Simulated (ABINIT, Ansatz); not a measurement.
**Tl (Thallium): from the cell to the phonon bands**

Aim: the phonon dispersion of Tl (Thallium), checked by a second program.

Main program and level: ABINIT 10.8.3; DFT PBEsol, scalar-relativistic, plane waves, PseudoDojo norm-conserving pseudopotentials.

Most raw output is cut from this account.

## (1) Set-up

The structure is hexagonal, space group P6_3/mmc (No. 194). Conventional cell: a = 3.456 Å, b = 3.456 Å, c = 5.525 Å, α = 90.00°, β = 90.00°, γ = 120.00°. Nearest to Tl lie 12 Tl at 3.41 to 3.46 Å.

Structure file:

```
Tl
1.0
     3.45600    0.00000    0.00000
    -1.72800    2.99298    0.00000
     0.00000    0.00000    5.52500
Tl
2
Direct
  0.33333 0.66667 0.25000
  0.66667 0.33333 0.75000
```

## (2) A probe with smearing

A first run with smearing and empty bands tells whether the crystal has a gap, which decides between fixed occupations and smearing later on.

Input file probe.abi:

```
# ground state
tolvrs 1.0d-08
prtden 1
prtwf 1

# basis, mesh and filling
ecut 27.0
ngkpt 6 6 4
nshiftk 1
shiftk 0.0 0.0 0.0
istwfk *1
occopt 7
tsmear 0.005
nband 20
nstep 100
diemac 9.0
prtebands 0
prtgsr 0

# cell and atoms
acell 6.530893487 6.530893487 10.44073684
rprim 
    1.0 0.0 0.0
    -0.5 0.8660254038 0.0
    0.0 0.0 1.0
ntypat 1
znucl 81
natom 2
typat 1 1
xred 
    1/3 2/3 0.25
    2/3 1/3 0.75
pp_dirpath "./pseudo"
pseudos "Tl.upf"
```

Command:

```sh
OMP_NUM_THREADS=1 mpirun -n 16 abinit probe.abi > probe.log
```

The job ended after 3.7 s (16 MPI ranks of Arm Neoverse V2, shared host).

Numbers from this step:

| Item | Value |
| --- | --- |
| volume per atom | 28.57 Å³ |
| pressure | -0.2763 GPa |
| gap on the k-mesh | 0 eV |

No gap opens on this mesh, so smearing is kept; the printed pressure holds the stress of the finite basis too.

## (3) Relaxing the cell and atoms

The harmonic expansion needs vanishing forces, and a free crystal bears no stress, so cell and atoms are brought to rest. Stress is more sensitive to the basis than forces are: the last 3 Ha under the cutoff are smoothed with ecutsm, and the cutoff is raised above that of the later runs.

Input file relax.abi:

```
# relaxation
ionmov 2
optcell 2
dilatmx 1.08
ntime 40
tolmxf 1.0d-05
tolvrs 1.0d-14
prtwf 0
prtden 0
chksymtnons 0

# basis, mesh and filling
ecut 34.0
ecutsm 3.0
ngkpt 9 9 6
nshiftk 1
shiftk 0.0 0.0 0.0
istwfk *1
occopt 7
tsmear 0.01
nband 20
nstep 100
diemac 1000000.0
prtebands 0
prtgsr 0

# cell and atoms
acell 6.530893487 6.530893487 10.44073684
rprim 
    1.0 0.0 0.0
    -0.5 0.8660254038 0.0
    0.0 0.0 1.0
ntypat 1
znucl 81
natom 2
typat 1 1
xred 
    1/3 2/3 0.25
    2/3 1/3 0.75
pp_dirpath "./pseudo"
pseudos "Tl.upf"
```

Command:

```sh
OMP_NUM_THREADS=1 mpirun -n 16 abinit relax.abi > relax.log
```

Wall time 42 s (16 MPI ranks); 11 min of CPU time.

The steps of the relaxation:

| step | energy less that of the first step (eV) | largest force (eV/Å) | volume (Å³) |
| --- | --- | --- | --- |
| 1 | 0.0000 | 0.0000 | 57.15 |
| 2 | 0.0000 | 0.0000 | 57.15 |
| 3 | 0.0000 | 0.0000 | 57.21 |
| 4 | -0.0001 | 0.0000 | 57.21 |
| 5 | -0.0001 | 0.0000 | 57.19 |

| conventional cell, symmetrised | before | after | change |
| --- | --- | --- | --- |
| a (Å) | 3.456 | 3.460 | +0.1 % |
| b (Å) | 3.456 | 3.460 | +0.1 % |
| c (Å) | 5.525 | 5.515 | -0.2 % |
| volume (Å³/atom) | 28.57 | 28.60 | +0.1 % |

Final coordinates:

```
Tl
1.0
     3.46048    0.00000    0.00000
    -1.73024    2.99686    0.00000
     0.00000    0.00000    5.51473
Tl
2
Direct
  0.33333 0.66667 0.25000
  0.66667 0.33333 0.75000
```

Numbers from this step:

```yaml
volume_per_atom: 28.60 Å³
pressure: -3.86e-4 GPa
```

The volume changes by +0.1 % in this run and stands +0.1 % from the first cell.

## (4) Ground state

The response is built on these wavefunctions, so the potential is converged far more tightly than an energy would need. Smearing stays on, as the first look found no gap above 0.3 eV.

Input file gs.abi:

```
# ground state
tolvrs 1.0d-16
prtden 1
prtwf 1

# basis, mesh and filling
ecut 27.0
ngkpt 9 9 6
nshiftk 1
shiftk 0.0 0.0 0.0
istwfk *1
occopt 7
tsmear 0.01
nband 20
nstep 100
diemac 1000000.0
prtebands 0
prtgsr 0

# cell and atoms
acell 6.539351014 6.539351014 10.42133161
rprim 
    1.0 0.0 0.0
    -0.5 0.8660254038 0.0
    0.0 0.0 1.0
ntypat 1
znucl 81
natom 2
typat 1 1
xred 
    1/3 2/3 0.25
    2/3 1/3 0.75
pp_dirpath "./pseudo"
pseudos "Tl.upf"
```

Command:

```sh
OMP_NUM_THREADS=1 mpirun -n 16 abinit gs.abi > gs.log
```

The job ended after 6.8 s (16 MPI ranks; 1.8 min of CPU time).

Numbers from this step:

```
pressure : -0.1684 GPa
```

The cell stands at -0.17 GPa: the relaxation ran with a smoothed and higher cutoff, and the difference is a stress of the finite basis.

## (5) Linear response at Γ

At q = 0 one unit cell holds all displacements. The response is solved for single atoms along the cell's directions, and symmetry skips those that follow from others. The crystal is treated as a metal, which screens a static field, so no field response is asked.

Input file dfpt_gamma.abi:

```

# common to the responses
getwfk_filepath "gso_WFK"
kptopt 2
nqpt 1
qpt 0.0 0.0 0.0
asr 0
chneut 0

# displacements
rfphon 1
rfatpol 1 2
rfdir 1 1 1
tolvrs 1.0d-10
prtwf 0
prtpot 1

# basis, mesh and filling
ecut 27.0
ngkpt 9 9 6
nshiftk 1
shiftk 0.0 0.0 0.0
istwfk *1
occopt 7
tsmear 0.01
nband 20
nstep 100
diemac 1000000.0
prtebands 0
prtgsr 0

# cell and atoms
acell 6.539351014 6.539351014 10.42133161
rprim 
    1.0 0.0 0.0
    -0.5 0.8660254038 0.0
    0.0 0.0 1.0
ntypat 1
znucl 81
natom 2
typat 1 1
xred 
    1/3 2/3 0.25
    2/3 1/3 0.75
pp_dirpath "./pseudo"
pseudos "Tl.upf"
```

Command:

```sh
OMP_NUM_THREADS=1 mpirun -n 16 abinit dfpt_gamma.abi > dfpt_gamma.log
```

The job ended after 23 s (16 MPI ranks; 6 min of CPU time).

This step gave:

```yaml
largest_acoustic_frequency_at_the_zone_centre_before_the_sum_rule: -0.65 cm⁻¹
highest_optical_zone_centre_mode_no_lo_to_term: 87.41 cm⁻¹
lowest_optical_zone_centre_mode: 32.86 cm⁻¹
```

The acoustic modes at Γ come out as far as 0.7 cm⁻¹ from zero, where they should vanish, a small numerical error.

## (6) Phonons on a q mesh

Linear response treats each wavevector of the 3×3×2 mesh in the unit cell; the first-order potentials are kept for the electron-phonon matrix elements.

Input file dfpt_q.abi:

```
ndtset 5

# wavevectors
qpt1 0.3333333333 0.0 0.0
qpt2 0.3333333333 0.3333333333 0.0
qpt3 0.0 0.0 0.5
qpt4 0.3333333333 0.0 0.5
qpt5 0.3333333333 0.3333333333 0.5

# displacements
getwfk_filepath "gso_WFK"
getwfq_filepath "gso_WFK"
kptopt 3
nqpt 1
rfphon 1
rfatpol 1 2
rfdir 1 1 1
tolvrs 1.0d-10
prtwf 0
prtpot 1

# basis, mesh and filling
ecut 27.0
ngkpt 9 9 6
nshiftk 1
shiftk 0.0 0.0 0.0
istwfk *1
occopt 7
tsmear 0.01
nband 20
nstep 100
diemac 1000000.0
prtebands 0
prtgsr 0

# cell and atoms
acell 6.539351014 6.539351014 10.42133161
rprim 
    1.0 0.0 0.0
    -0.5 0.8660254038 0.0
    0.0 0.0 1.0
ntypat 1
znucl 81
natom 2
typat 1 1
xred 
    1/3 2/3 0.25
    2/3 1/3 0.75
pp_dirpath "./pseudo"
pseudos "Tl.upf"
```

Command:

```sh
OMP_NUM_THREADS=1 mpirun -n 16 abinit dfpt_q.abi > dfpt_q.log
```

Wall time 7 min (16 MPI ranks).

Read from the output:

| Item | Value |
| --- | --- |
| lowest mode on the q mesh (acoustic ones at the zone centre apart) | 19.08 cm⁻¹ |

Frequencies (cm⁻¹) before the sum rule at the irreducible wavevectors but Γ, which is solved apart; negative means imaginary. Frequencies by wavevector:

| q (fractions) | star | mode 1 | mode 2 | mode 3 | mode 4 | mode 5 | mode 6 |
| --- | --- | --- | --- | --- | --- | --- | --- |
| 0.3333 0 0 | 6 | 19.08 | 29.94 | 43.34 | 58.21 | 66.04 | 71.54 |
| 0.3333 0.3333 0 | 2 | 46.81 | 49 | 49 | 63.25 | 64.53 | 64.53 |
| 0 0 0.5 | 1 | 20.82 | 20.82 | 20.82 | 20.82 | 54.96 | 54.96 |
| 0.3333 0 0.5 | 6 | 31.63 | 31.63 | 39.07 | 39.07 | 72.01 | 72.01 |
| 0.3333 0.3333 0.5 | 2 | 28.64 | 28.64 | 57.86 | 57.86 | 74.35 | 74.35 |

## (7) Interpolated phonon bands

anaddb transforms the dynamical matrices to force constants and back along the path; points of the mesh come back as solved, but for the sum rule and, in polar crystals, the LO-TO term at Γ; the rest is interpolation.

Input file anaddb.abi:

```
ddb_filepath "all_DDB"
output_file "anaddb.abo"
outdata_prefix "anaddb"
ifcflag 1
ngqpt 3 3 2
nqshft 1
q1shft 0.0 0.0 0.0
asr 1
chneut 0
dipdip 0
dipquad 0
quadquad 0
enunit 0
eivec 0
nph1l 93
qph1l 
    0.0 0.0 0.0 1.0
    0.05 0.0 0.0 1.0
    0.1 0.0 0.0 1.0
    0.15 0.0 0.0 1.0
    0.2 0.0 0.0 1.0
    0.25 0.0 0.0 1.0
    0.3 0.0 0.0 1.0
    0.35 0.0 0.0 1.0
    0.4 0.0 0.0 1.0
    0.45 0.0 0.0 1.0
    0.5 0.0 0.0 1.0
    0.48333333 0.03333333 0.0 1.0
    0.46666667 0.06666667 0.0 1.0
    0.45 0.1 0.0 1.0
    0.43333333 0.13333333 0.0 1.0
    0.41666667 0.16666667 0.0 1.0
    0.4 0.2 0.0 1.0
    0.38333333 0.23333333 0.0 1.0
    0.36666667 0.26666667 0.0 1.0
    0.35 0.3 0.0 1.0
    0.33333333 0.33333333 0.0 1.0
    0.3 0.3 0.0 1.0
    0.26666667 0.26666667 0.0 1.0
    0.23333333 0.23333333 0.0 1.0
    0.2 0.2 0.0 1.0
    0.16666667 0.16666667 0.0 1.0
    0.13333333 0.13333333 0.0 1.0
    0.1 0.1 0.0 1.0
    0.06666667 0.06666667 0.0 1.0
    0.03333333 0.03333333 0.0 1.0
    0.0 0.0 0.0 1.0
    0.0 0.0 0.05 1.0
    0.0 0.0 0.1 1.0
    0.0 0.0 0.15 1.0
    0.0 0.0 0.2 1.0
    0.0 0.0 0.25 1.0
    0.0 0.0 0.3 1.0
    0.0 0.0 0.35 1.0
    0.0 0.0 0.4 1.0
    0.0 0.0 0.45 1.0
    0.0 0.0 0.5 1.0
    0.05 0.0 0.5 1.0
    0.1 0.0 0.5 1.0
    0.15 0.0 0.5 1.0
    0.2 0.0 0.5 1.0
    0.25 0.0 0.5 1.0
    0.3 0.0 0.5 1.0
    0.35 0.0 0.5 1.0
    0.4 0.0 0.5 1.0
    0.45 0.0 0.5 1.0
    0.5 0.0 0.5 1.0
    0.48333333 0.03333333 0.5 1.0
    0.46666667 0.06666667 0.5 1.0
    0.45 0.1 0.5 1.0
    0.43333333 0.13333333 0.5 1.0
    0.41666667 0.16666667 0.5 1.0
    0.4 0.2 0.5 1.0
    0.38333333 0.23333333 0.5 1.0
    0.36666667 0.26666667 0.5 1.0
    0.35 0.3 0.5 1.0
    0.33333333 0.33333333 0.5 1.0
    0.3 0.3 0.5 1.0
    0.26666667 0.26666667 0.5 1.0
    0.23333333 0.23333333 0.5 1.0
    0.2 0.2 0.5 1.0
    0.16666667 0.16666667 0.5 1.0
    0.13333333 0.13333333 0.5 1.0
    0.1 0.1 0.5 1.0
    0.06666667 0.06666667 0.5 1.0
    0.03333333 0.03333333 0.5 1.0
    0.0 0.0 0.5 1.0
    0.5 0.0 0.5 1.0
    0.5 0.0 0.45 1.0
    0.5 0.0 0.4 1.0
    0.5 0.0 0.35 1.0
    0.5 0.0 0.3 1.0
    0.5 0.0 0.25 1.0
    0.5 0.0 0.2 1.0
    0.5 0.0 0.15 1.0
    0.5 0.0 0.1 1.0
    0.5 0.0 0.05 1.0
    0.5 0.0 0.0 1.0
    0.33333333 0.33333333 0.5 1.0
    0.33333333 0.33333333 0.45 1.0
    0.33333333 0.33333333 0.4 1.0
    0.33333333 0.33333333 0.35 1.0
    0.33333333 0.33333333 0.3 1.0
    0.33333333 0.33333333 0.25 1.0
    0.33333333 0.33333333 0.2 1.0
    0.33333333 0.33333333 0.15 1.0
    0.33333333 0.33333333 0.1 1.0
    0.33333333 0.33333333 0.05 1.0
    0.33333333 0.33333333 0.0 1.0
```

Input file mrgddb.in:

```
all_DDB
merged
6
dfpt_gammao_DDB
dfpt_qo_DS1_DDB
dfpt_qo_DS2_DDB
dfpt_qo_DS3_DDB
dfpt_qo_DS4_DDB
dfpt_qo_DS5_DDB
```

Command:

```sh
mrgddb < mrgddb.in > mrgddb.log
OMP_NUM_THREADS=1 anaddb anaddb.abi > anaddb.log
```

Wall time 0.56 s (1 thread).

Numbers from this step:

```yaml
lowest_frequency_on_the_path: 0 cm⁻¹
```

Anaddb. Phonon branches along the path, in cm⁻¹:

| point | branch 1 | branch 2 | branch 3 | branch 4 | branch 5 | branch 6 |
| --- | --- | --- | --- | --- | --- | --- |
| Γ | 0 | 0 | 0 | 33 | 33 | 87 |
| halfway | 15 | 24 | 40 | 48 | 57 | 78 |
| M | 23 | 38 | 47 | 63 | 67 | 74 |
| halfway | 36 | 40 | 53 | 59 | 66 | 72 |
| K | 47 | 49 | 49 | 63 | 64 | 64 |
| halfway | 26 | 27 | 39 | 56 | 58 | 75 |
| Γ | 0 | 0 | 0 | 33 | 33 | 87 |
| halfway | 10 | 10 | 27 | 30 | 30 | 78 |
| A | 21 | 21 | 21 | 21 | 55 | 55 |
| halfway | 28 | 28 | 37 | 37 | 65 | 65 |
| L | 35 | 35 | 39 | 39 | 79 | 79 |
| halfway | 31 | 31 | 49 | 49 | 77 | 77 |
| H | 29 | 29 | 58 | 58 | 74 | 74 |
| halfway | 30 | 30 | 40 | 40 | 67 | 67 |
| A | 21 | 21 | 21 | 21 | 55 | 55 |
| jump to L | 35 | 35 | 39 | 39 | 79 | 79 |
| halfway | 27 | 34 | 44 | 53 | 73 | 79 |
| M | 23 | 38 | 47 | 63 | 67 | 74 |
| jump to H | 29 | 29 | 58 | 58 | 74 | 74 |
| halfway | 38 | 38 | 51 | 62 | 71 | 71 |
| K | 47 | 49 | 49 | 63 | 64 | 64 |

All branches are real along the path.

## (8) Density of states

Sums over the zone need many more wavevectors than were solved, so the interpolation is sampled on a dense mesh.

Input file anaddb.abi:

```
ddb_filepath "all_DDB"
output_file "anaddb.abo"
outdata_prefix "anaddb"
ifcflag 1
ngqpt 3 3 2
nqshft 1
q1shft 0.0 0.0 0.0
asr 1
chneut 0
dipdip 0
dipquad 0
quadquad 0
prtdos 2
ng2qpt 15 15 8
dosdeltae 4.5563e-06
ntemper 11
temperinc 100.0
tempermin 0.0
```

Command:

```sh
OMP_NUM_THREADS=1 anaddb anaddb.abi > anaddb.log
```

Wall time 0.56 s (1 thread).

This step gave:

```yaml
share_of_modes_beyond_3i_cm_minus1_on_the_dense_interpolated_mesh: 0
zero_point_energy_per_atom: 8.87 meV
heat_capacity_at_300_k: 24.82 J/(mol atoms K)
vibrational_entropy_at_300_k: 63.98 J/(mol atoms K)
```

The phonon density of states has structure finer than the step of the table below, so its rows give means over 5 cm⁻¹, whole bins alone (the curve runs from -30 to 117 cm⁻¹). Peaks (cm⁻¹: height): 29.0: 0.162, 74.0: 0.191.

Tetrahedra. Table of phonon density of states by wavenumber; means over each step:

| wavenumber (cm⁻¹) | phonon density of states (1/cm⁻¹/cell) |
| --- | --- |
| -5 | 0 |
| 0 | 8.0e-5 |
| 5 | 0.00237 |
| 10 | 0.0101 |
| 15 | 0.0231 |
| 20 | 0.0461 |
| 25 | 0.0868 |
| 30 | 0.136 |
| 35 | 0.127 |
| 40 | 0.109 |
| 45 | 0.103 |
| 50 | 0.0876 |
| 55 | 0.0703 |
| 60 | 0.0652 |
| 65 | 0.0651 |
| 70 | 0.0990 |
| 75 | 0.137 |
| 80 | 0.0272 |
| 85 | 0.00485 |
| 90 | 2.4e-5 |
| 95 | 0 |

Harmonic thermodynamic functions per atom, summed over the density of states scaled to three modes an atom; melting is ignored. Thermodynamic functions:

| T (K) | F_vib (meV/atom) | S (J/mol-atom/K) | C_V (J/mol-atom/K) |
| --- | --- | --- | --- |
| 0 | 8.87 | 0 | 0 |
| 50 | 4.1 | 21.31 | 21.07 |
| 100 | -11.41 | 37.06 | 23.86 |
| 200 | -59.52 | 53.94 | 24.66 |
| 300 | -121 | 63.98 | 24.82 |
| 400 | -191.2 | 71.12 | 24.87 |
| 500 | -267.9 | 76.68 | 24.9 |
| 600 | -349.8 | 81.22 | 24.91 |
| 700 | -436 | 85.06 | 24.92 |
| 800 | -525.9 | 88.39 | 24.93 |
| 900 | -619 | 91.32 | 24.93 |
| 1000 | -715.1 | 93.95 | 24.93 |

At 300 K the heat capacity has reached 100 % of the Dulong-Petit value.

## (9) A second program

The same cell goes through another code at the same cutoff. The files are of one family, but Ansatz's library holds files of its own making for some heavy elements, so those for Tl may differ.

This step: DFT PBEsol, scalar-relativistic, plane waves, norm-conserving pseudopotentials of its library (PseudoDojo's, some remade) (Ansatz 0.2.0).

Input file input.yaml:

```yaml
crystal:
  lattice:
    - [3.4604755304, 0.0, 0.0]
    - [-1.7302377652, 2.9968597185, 0.0]
    - [0.0, 0.0, 5.5147311947]
  atoms:
    - { symbol: Tl, position: [0.3333333333, 0.6666666667, 0.25] }
    - { symbol: Tl, position: [0.6666666667, 0.3333333333, 0.75] }
kpoints:
  mp_grid: { grid: [9, 9, 6] }
hamiltonian:
  xc: pbesol
  pseudopotentials: { kind: nc, accuracy: standard }
scf:
  occupations: { method: gaussian, width: 0.27211 }
output:
  eigenvalues: true
basis:
  ecutwfc: 734.707
phonons:
  method: dfpt
  qmesh: [3, 3, 2]
  temperatures: { t_max: 1000, t_step: 50 }
  qpath:
    path:
      - [[0.0, 0.0, 0.0], [0.5, 0.0, 0.0], [0.33333333, 0.33333333, 0.0], [0.0, 0.0, 0.0], [0.0, 0.0, 0.5], [0.5, 0.0, 0.5], [0.33333333, 0.33333333, 0.5], [0.0, 0.0, 0.5]]
      - [[0.5, 0.0, 0.5], [0.5, 0.0, 0.0]]
      - [[0.33333333, 0.33333333, 0.5], [0.33333333, 0.33333333, 0.0]]
    npoints: 10
  electrical_resistivity: { temperatures: [77, 300], mesh: [18, 18, 12] }
```

Command:

```sh
ansatz run input.yaml --threads 16 --pin off --max-ram 32768MiB --backend cpu --events-out ev --progress --plain --runs-dir out
```

It took 92 s on 16 threads; peak memory 3.3 GiB; 22 min of CPU time.

Numbers from this step:

* sum-rule residual before enforcement: 4.12e-5 eV/Å²
* mean frequency: 47.8 cm⁻¹
* Debye temperature (second moment): 95 K
* logarithmic mean frequency: 43.7 cm⁻¹
* lowest mode on the q mesh (acoustic ones at the zone centre apart): 19.11 cm⁻¹
* zero-point energy per atom: 8.88 meV

## (10) The two compared: ABINIT PseudoDojo and Ansatz, library NC

Worked out from the results:

* root-mean-square difference: 0.02 cm⁻¹
* largest difference: 0.03 cm⁻¹
* root-mean-square difference on the path: 0 cm⁻¹
* largest difference on the path: 0.1 cm⁻¹

The interpolated bands of the two lie on top of each other.

At the solved wavevectors the largest difference (acoustic modes at Γ apart) is 0.03 % of the highest mode.

## (11) Summary of results

- space group after relaxation: P6_3/mmc
- volume per atom: 28.6 Å³
- highest optical zone-centre mode (no LO-TO term): 87.4 cm⁻¹
- lowest optical zone-centre mode: 32.9 cm⁻¹
- q mesh: 3×3×2
- lowest mode on the q mesh (acoustic ones at the zone centre apart): 19.1 cm⁻¹
- zero-point energy per atom: 8.87 meV
- heat capacity at 300 K: 24.8 J/(mol atoms K)
- vibrational entropy at 300 K: 64.0 J/(mol atoms K)
- imaginary modes on the q mesh: none
- largest difference from Ansatz, library NC: 0.03 cm⁻¹

What this shows: Tl (Thallium) is dynamically stable on the 3×3×2 mesh; its spectrum reaches 87 cm⁻¹. At the PBEsol level the optical modes of Tl (Thallium) at the zone centre run from 33 to 87 cm⁻¹. Along axes with an odd number of divisions the mesh misses the zone-boundary points at one half, where instabilities often lie; those are only interpolated. ABINIT PseudoDojo and Ansatz, library NC agree to 0.03 cm⁻¹ (0.03 % of the highest mode compared) on all solved modes but the acoustic ones at Γ. These are harmonic frequencies at zero temperature: anharmonic shifts and linewidths and thermal expansion are left out. Spin-orbit coupling is left out, which can matter for the heavy elements here. In a metal the frequencies hang on the k mesh and the smearing, most of all near Kohn anomalies. Ansatz warns that the cutoff lies 13 % under the one recommended for these files; agreement at one cutoff is not convergence. Electron-phonon sums were run after this but are left out, since no second program bore their λ out within 30 %; a λ that a log prints is not taken as a result.

[Host names and launcher messages were left out of these logs when they were recorded.]

[Logs are printed without paths, hosts, clocks, repeated set-up lines and the standing remarks that a program may print on its own settings, such as how far it seeks lower states.]

[Hosts, paths, dates, database ids (printed as entryN), source tags and the programs' standing remarks are cut or masked in the printed files.]
